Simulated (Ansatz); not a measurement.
# BaTiO3 (P4mm): spin-orbit coupling beyond the local functionals

How far does spin-orbit coupling move the gap of BaTiO3 (P4mm)?

Calculated with Ansatz 0.2.0; density functionals with and without spin-orbit coupling, plane waves, PAW.

The database entry behind the starting cell differs from later determinations by our own check (c/a about 0.6 % short), so it need not match the best structure at ambient conditions.

In doubt: the elements are of a kind flagged for part-filled d or f shells, though by formal charges that shell is empty here, so the flag may not apply.

**1. Set-up**

It takes space group P4mm (No. 99, tetragonal). The conventional cell has a = 4.000 Å, b = 4.000 Å, c = 4.018 Å, α = 90.00°, β = 90.00°, γ = 90.00°. Nearest to Ba lie 12 O at 2.79 to 2.88 Å. Nearest to Ti lie 6 O at 1.89 to 2.13 Å. O has 2 Ti at 1.89 to 2.13 Å and 4 Ba at 2.83 Å nearest. Nearest to O lie 2 Ti at 2.00 Å and 4 Ba at 2.79 to 2.88 Å. Farther neighbours and most contacts between anions are not listed.

The cell and positions come from the Crystallography Open Database and are kept as given unless a step says otherwise. Spin-orbit coupling is left out unless a step names it. The default PAW set here is soft_2. Its files were made with PBE.

**2. HSE06, 4×4×4 mesh**

This step: DFT, HSE06, plane waves, PAW.

input.yaml

```yaml
crystal:
  lattice:
    - [3.9998, 0.0, 0.0]
    - [0.0, 3.9998, 0.0]
    - [0.0, 0.0, 4.018]
  atoms:
    - { symbol: Ba, position: [0.0, 0.0, 0.0] }
    - { symbol: Ti, position: [0.5, 0.5, 0.49] }
    - { symbol: O, position: [0.5, 0.5, 0.019] }
    - { symbol: O, position: [0.5, 0.0, 0.517] }
    - { symbol: O, position: [0.0, 0.5, 0.517] }
kpoints:
  mp_grid: { grid: [4, 4, 4] }
  band_path:
    path:
      - [0.0, 0.0, 0.0]
      - [0.0, 0.5, 0.0]
      - [0.5, 0.5, 0.0]
      - [0.0, 0.0, 0.5]
      - [0.0, 0.5, 0.5]
      - [0.5, 0.5, 0.5]
    npoints: 1
hamiltonian:
  xc: hse06
scf:
  occupations: { method: fixed }
  n_extra_bands: 5
output:
  eigenvalues: true
```

Started as:

```console
$ ansatz run input.yaml --threads 3 --pin off --max-ram 64512MiB --backend cuda --events-out ev --progress --plain --runs-dir out --devices 1 --max-vram 24GiB  # rebuilt from the run's record
```

Numbers of over 12 decimals in the logs are rounded to 6 here.

Output:

```text
scf.n_extra_bands = 5 over 20 filled bands (N_el = 40.0): the run solves 25 bands
GPUs: using 1 of 1 available (devices: 1).
Engine: ansatz 0.2.0, x86_64-unknown-linux-gnu
Pseudopotentials: kind: paw
Pseudopotential: Ba, paw, valence charge 10, recommended cutoff 420 eV (normal), Ba.paw.azcp
Pseudopotential: Ti, paw, valence charge 12, recommended cutoff 420 eV (normal), Ti.paw.azcp
Pseudopotential: O, paw, valence charge 6, recommended cutoff 420 eV (normal), O.paw.azcp
Functional definition: HSE06
  parameter a = 0.25
  parameter omega = 0.11/bohr
  exchange = pbe_x - a*pbe_x_sr(omega) + a*exact_x_sr(omega)
  correlation = pbe_c
davidson cushion auto → on  (no smearing: the cushion is to keep the highest requested band from converging to the state above it; pin scf.eigensolver.cushion to override)
device memory: the entry about to start is reckoned to put 0.7 GiB on a device that reports 71.0 GiB free (of which the cap on the GPU budget leaves the run 24.0 GiB)
GPU FFT provider: cuFFT
GPU libraries: cuBLAS 13.8.2, cuFFT 12.4.0, cuSOLVER 12.3.4
Crystal: 5 atoms, lattice volume = 64.282 Å³
Basis set: ecut = 420 eV, 1237 PW (Γ)
Bands: 25, of which v1, the nominal top of the filled ones, is band 20 counted from 1 (19 counted from 0)
Symmetry: 8 space group operations
Space group: P4mm (ITA 99), of the structure as read, at distance tolerance 4.0e-5 Å
k-points: 18 of 64 (time reversal used)
Non-local potential: Ba, projectors of the file, l = 0: 3, l = 1: 2, l = 2: 2, l = 3: 2
Non-local potential: Ti, projectors of the file, l = 0: 3, l = 1: 2, l = 2: 3, l = 3: 1
Non-local potential: O, projectors of the file, l = 0: 2, l = 1: 2, l = 2: 1
PAW form: soft (Blöchl's): semilocal exchange-correlation on the pseudo side does not see the compensation charge
PAW frozen core: Ba, regenerated for the run's functional, and the local potential with it (the file was generated under x = pbe(κ = 0.804, μ = 0.219515), c = pbe(β = 0.066725))
PAW frozen core: Ti, regenerated for the run's functional, and the local potential with it (the file was generated under x = pbe(κ = 0.804, μ = 0.219515), c = pbe(β = 0.066725))
PAW frozen core: O, regenerated for the run's functional, and the local potential with it (the file was generated under x = pbe(κ = 0.804, μ = 0.219515), c = pbe(β = 0.066725))
PAW one-centre angular grid: Ba, 194 points (default); XC on 64 Gauss nodes
PAW one-centre angular grid: Ti, 590 points (default); XC on 64 Gauss nodes
PAW one-centre angular grid: O, 110 points (default); XC on 96 Gauss nodes
Initial density: superposition of atomic densities (neutral atoms: chi_scale 0, normalization atom), corrected by the library's trained network
Initial wavefunctions: pseudopotential atomic-orbital guess
GPU buffer pool allocated for 19683 grid points (all kernels)
[...]
Frozen-core exchange: fock
SCF iter   1: F=—  HF=-10163.451612 eV  |F-HF|=—  |Δ(HF+E_count)|=         —  Δρ=1.00e-4  dr2=2.63e-6  ethr=1.24e-6  ⟨swp⟩=3.0  Hψ=1073  notcnv=0
preconditioner: auto → none  [insulator: Δε(μ)=3.237 eV  Ē_g=13.998 eV  n_scr=18 (ndim 8)  ℏωp=26.2 eV  f_vac=0.000]
SCF iter   2: F=—  HF=-10163.451616 eV  |F-HF|=—  |Δ(HF+E_count)|=   4.43e-6  Δρ=6.15e-5  dr2=1.97e-6  ethr=5.58e-9  ⟨swp⟩=4.8  Hψ=1771  notcnv=0
iter 3 solved again at ethr=2.98e-10 eV; its pass at ethr=4.75e-9 eV (dr2=1.19e-7 eV) is discarded
SCF iter   3: F=—  HF=-10163.451616 eV  |F-HF|=—  |Δ(HF+E_count)|=   3.99e-7  Δρ=2.55e-5  dr2=1.29e-7  ethr=2.98e-10  ⟨swp⟩=3.6  Hψ=2158  notcnv=0
SCF iter   4: F=-10163.451616 eV  HF=-10163.451616 eV  |F-HF|=1.74e-8  |Δ(HF+E_count)|=  8.97e-10  Δρ=5.33e-6  dr2=3.23e-8  ethr=2.94e-10  ⟨swp⟩=4.0  Hψ=1209  notcnv=0
SCF 3 converged in 4 iterations: F = -10163.451616 eV  dr2 = 3.23e-8
hybrid outer 2: dexx = +2.751e-6 eV, tail = 1.24e-7 eV, Δε = 4.64e-3 eV (about 1.78e-4 eV left of the loop's levels)
device memory: the entry about to start is reckoned to put 0.4 GiB on a device that reports 68.3 GiB free (of which the cap on the GPU budget leaves the run 24.0 GiB)
NSCF: frozen V_eff on 6 k-points
hybrid SCF converged: 2 outer / 12 inner (+2 warm-up), last move |dexx| = 2.75e-6 eV, tail = 1.24e-7 eV
Stability not checked: this state was not tested for a lower state beside it, because the functional holds exact exchange (a hybrid, or Hartree-Fock), whose exchange loop this test does not read (fock_operator; see scf.lower_state_search)
Free energy (F): -10163.451616 eV
Frozen-core exchange: fock
Harris-Foulkes:  -10163.451616 eV  (|F-HF|=1.74e-8)
Internal energy: -10163.451616 eV  (E = F + TS)
E sigma→0 (E₀):  -10163.451616 eV
Fermi energy:    9.283855 eV
--- Per-component energies (eV) ---
  E_band       = -224.581128
  E_kinetic    = 971.980103
  E_local      = -2089.169418  (includes V_loc(G=0)·N_el)
  E_nonlocal   = 196.341689
  E_hartree    = 813.366782
  E_xc         = -395.317848
  E_vxc        = -436.382765  (∫ρ·V_xc dr)
  E_exx        = -116.975194  (= α·E_x^exact, valence–valence)
  E_paw        = -6726.907002  (= ΣΔE_a)
  E_vpaw       = -260.138087  (= ΣTr[D̂ρ^β])
  E_aug_tail   = 0.007355  (compensation charges beyond the density's cutoff)
  E_ewald      = -2816.377938
  E_core_change = -0.400145  (= ΣΔE_core)
  E_smearing   = -0.000000  (= −TS)
  E_closure    = -0.000000  (closes the sum)
  Σ components = -10163.451616   (vs F -10163.451616, Δ=1.82e-12)
--- Band table (eV; the first three rows and the last of 18) ---
  k-point 0: bands = [... 16 lower, 8.0410, 9.0129, 9.0517, 9.0517, 12.5211, 12.7213, 12.7213, 14.6772, ... 1 higher]
  k-point 1: bands = [... 16 lower, 7.6439, 7.9575, 8.7933, 8.7933, 12.5928, 13.6294, 13.6294, 14.6776, ... 1 higher]
  k-point 2: bands = [... 16 lower, 7.2505, 7.2980, 8.5696, 8.5696, 12.6677, 14.4557, 14.4557, 14.6797, ... 1 higher]
  k-point 17: bands = [... 16 lower, 6.7956, 9.1953, 9.1953, 9.2839, 15.1797, 15.1797, 15.1995, 17.5071, ... 1 higher]
```

Wall time 17 s (1 × NVIDIA H100 80GB HBM3 (shared by 3 runs) with 3 threads of AMD EPYC 7R13 (Zen 3), shared host); peak memory 1.2 GiB.

The column dr2 measures how far the density is from self-consistency, as an energy; F and HF (Harris–Foulkes) agree once it is small.

This step gave:

```yaml
gap: 3.237 eV
valence_top_at: A
conduction_bottom_at: Γ
least_direct_gap: 3.469 eV
exact_exchange_fraction: 0.25
```

The gap is indirect, with the least direct gap 0.23 eV higher.

**3. HSE06+SOC, 4×4×4 mesh**

The many-body steps leave out spin-orbit coupling, so its effect is taken from a two-component run, with twice the bands.

This step: DFT, HSE06 with spin-orbit coupling, plane waves, PAW.

Changes to input.yaml since step 2:

```diff
@@ -26,4 +26,11 @@
   occupations: { method: fixed }
-  n_extra_bands: 5
+  n_extra_bands: 10
+magnetization:
+  noncollinear: true
+  spin_orbit: true
 output:
   eigenvalues: true
+  write_density: true
+  write_potential: true
+  elf: true
+  volumetric_format: npy
```

Output:

```text
[...]
GPUs: using 1 of 1 available (devices: 1).
[...]
non-collinear run that drives no moment, with spin-orbit: no starting moment large enough to seed its density (crystal.atoms[].spin), no starting occupations that ask for one, no magnetisation constraint and no magnetic field, so the semilocal B_xc is pinned to zero
[...]
GPU FFT provider: cuFFT
GPU libraries: cuBLAS 13.8.2, cuFFT 12.4.0, cuSOLVER 12.3.4
Crystal: 5 atoms, lattice volume = 64.282 Å³
Basis set: ecut = 420 eV, 1237 PW (Γ)
Bands: 50, of which v1, the nominal top of the filled ones, is band 40 counted from 1 (39 counted from 0)
Symmetry: 8 space group operations + 8 with time reversal
[...]
k-points: 18 of 64 (time reversal used)
Projection manifold: j_resolved (fully-relativistic pseudo-atomic orbitals)
[...]
GPU buffer pool allocated for 19683 grid points (all kernels)
[...]
SCF iter   1: F=—  HF=-10164.512464 eV  |F-HF|=—  |Δ(HF+E_count)|=         —  Δρ=4.91e-2  dr2=1.70e0  dr2_m=0.00e0 (ungated)  ethr=1.00e-1  |M|=0.00e0 ∫|m|=0.00e0 μB  |m|>n=0.0e0 m-floor=0.0e0 τ_xc=0.0e0  β_m=0.30  ⟨swp⟩=4.2  Hψ=3310  notcnv=0
[...]
SCF iter   7: F=-10164.407585 eV  HF=-10164.407588 eV  |F-HF|=3.35e-6  |Δ(HF+E_count)|=   2.25e-4  Δρ=2.85e-4  dr2=2.63e-5  dr2_m=0.00e0 (ungated)  ethr=3.03e-6  |M|=0.00e0 ∫|m|=0.00e0 μB  |m|>n=0.0e0 m-floor=0.0e0 τ_xc=0.0e0  ⟨swp⟩=3.1  Hψ=2123  notcnv=0
SCF 1 stopped early in 7 iterations: F = -10164.407585 eV  dr2 = 2.63e-5
[...]
GPU FFT provider: cuFFT
GPU libraries: cuBLAS 13.8.2, cuFFT 12.4.0, cuSOLVER 12.3.4
Projection manifold: j_resolved (fully-relativistic pseudo-atomic orbitals)
[...]
GPU buffer pool allocated for 19683 grid points (all kernels)
[...]
Frozen-core exchange: fock
SCF iter   1: F=—  HF=-10161.895050 eV  |F-HF|=—  |Δ(HF+E_count)|=         —  Δρ=2.92e-2  dr2=8.42e-1  dr2_m=0.00e0 (ungated)  ethr=6.58e-7  |M|=0.00e0 ∫|m|=0.00e0 μB  |m|>n=0.0e0 m-floor=0.0e0 τ_xc=0.0e0  β_m=0.30  ⟨swp⟩=9.8  Hψ=5797  notcnv=0
[...]
SCF iter   7: F=-10161.712279 eV  HF=-10161.712295 eV  |F-HF|=1.64e-5  |Δ(HF+E_count)|=   2.07e-4  Δρ=1.82e-4  dr2=2.22e-5  dr2_m=0.00e0 (ungated)  ethr=4.59e-7  |M|=0.00e0 ∫|m|=0.00e0 μB  |m|>n=0.0e0 m-floor=0.0e0 τ_xc=0.0e0  ⟨swp⟩=4.0  Hψ=2755  notcnv=0
SCF 2 stopped early in 7 iterations: F = -10161.712279 eV  dr2 = 2.22e-5
hybrid outer 1: dexx = +2.983e-2 eV, tail = 1.44e-4 eV
GPU FFT provider: cuFFT
GPU libraries: cuBLAS 13.8.2, cuFFT 12.4.0, cuSOLVER 12.3.4
Projection manifold: j_resolved (fully-relativistic pseudo-atomic orbitals)
GPU buffer pool allocated for 19683 grid points (all kernels)
[...]
Frozen-core exchange: fock
SCF iter   1: F=—  HF=-10161.711382 eV  |F-HF|=—  |Δ(HF+E_count)|=         —  Δρ=1.42e-4  dr2=9.69e-6  dr2_m=0.00e0 (ungated)  ethr=1.79e-6  |M|=0.00e0 ∫|m|=0.00e0 μB  |m|>n=0.0e0 m-floor=0.0e0 τ_xc=0.0e0  β_m=0.30  ⟨swp⟩=3.0  Hψ=2124  notcnv=0
[...]
SCF iter   5: F=-10161.711386 eV  HF=-10161.711386 eV  |F-HF|=1.12e-8  |Δ(HF+E_count)|=   1.36e-7  Δρ=6.70e-6  dr2=2.53e-8  dr2_m=0.00e0 (ungated)  ethr=3.64e-11  |M|=0.00e0 ∫|m|=0.00e0 μB  |m|>n=0.0e0 m-floor=0.0e0 τ_xc=0.0e0  ⟨swp⟩=4.2  Hψ=4729  notcnv=0
eigensolver tolerance schedule: the retry pair's looser diagonalisation over-reported the residual by 0.15 of it (diagonalisation noise at 0.15 of the residual, at the tolerance the schedule requests for it); recorded, not acted on — ethr = c·dr2/N_el stays at c = 1.0e-1
SCF 3 converged in 5 iterations: F = -10161.711386 eV  dr2 = 2.53e-8
[...]
NSCF: frozen V_eff on 6 k-points
[...]
Magnetization: |M| = 0.0000 μB,  M = (+0.0000, +0.0000, +0.0000) μB
Absolute magnetization: 0.0000 μB (∫|m|)
  site 0: m = (+0.0000, +0.0000, +0.0000) μB, |m| = 0.0000 μB  (R = 1.15 Å)
  site 1: m = (+0.0000, +0.0000, +0.0000) μB, |m| = 0.0000 μB  (R = 0.78 Å)
  site 2: m = (+0.0000, +0.0000, +0.0000) μB, |m| = 0.0000 μB  (R = 0.78 Å)
  site 3: m = (+0.0000, +0.0000, +0.0000) μB, |m| = 0.0000 μB  (R = 0.83 Å)
  site 4: m = (+0.0000, +0.0000, +0.0000) μB, |m| = 0.0000 μB  (R = 0.83 Å)
Free energy (F): -10161.711385 eV
Frozen-core exchange: fock
[...]
Internal energy: -10161.711385 eV  (E = F + TS)
E sigma→0 (E₀):  -10161.711385 eV
Fermi energy:    9.283788 eV
[...]
--- Band table (eV; the first three rows and the last of 18) ---
  k-point 0: bands = [... 36 lower, 9.0830, 9.0830, 9.1059, 9.1059, 12.5193, 12.5193, 12.7087, 12.7087, ... 6 higher]
  k-point 1: bands = [... 36 lower, 8.7580, 8.7580, 8.8318, 8.8318, 12.5918, 12.5918, 13.6161, 13.6161, ... 6 higher]
  k-point 2: bands = [... 36 lower, 8.5464, 8.5464, 8.5908, 8.5908, 12.6668, 12.6668, 14.4412, 14.4412, ... 6 higher]
  k-point 17: bands = [... 36 lower, 9.2008, 9.2008, 9.2838, 9.2838, 15.1736, 15.1736, 15.1810, 15.1810, ... 6 higher]
```

The job ended after 38 s (1 × NVIDIA H100 80GB HBM3 (shared by 3 runs) with 3 threads; peak memory 1.7 GiB).

This step gave:

```yaml
gap: 3.235 eV
valence_top_at: A
conduction_bottom_at: Γ
least_direct_gap: 3.413 eV
exact_exchange_fraction: 0.25
```

The gap is that of HSE06.

**4. Together**

Times are wall times on 1 × NVIDIA H100 80GB HBM3 (shared by 3 runs) with 3 threads of AMD EPYC 7R13 (Zen 3), shared host, good to a factor of about two.

```csv
level,gap (eV),with coupling (eV),change (eV),time,with coupling
HSE06,3.24,3.24,−0.002,17 s,38 s
```

**5. What came out**

```json
{"HSE06": "3.24 eV", "HSE06+SOC": "3.24 eV"}
```

**Reading.** Spin-orbit coupling changes the gap by −0.002 eV and the least direct gap by −0.06 eV.

[Paths, hosts, dates, memory and timing lines, banners, echoed tables and standing remarks are left out of the program output.]

[Logs are printed without paths, hosts, clocks, repeated set-up lines and the standing remarks that a program may print on its own settings, such as how far it seeks lower states.]

[Runs of the session that timed out or met a known fault of the program may be left out.]

[Cells called generated may have been cut or substituted from an entry of the Crystallography Open Database or the Materials Project.]

[Hosts, paths, dates, database ids (printed as entryN), source tags and the programs' standing remarks are cut or masked in the printed files.]
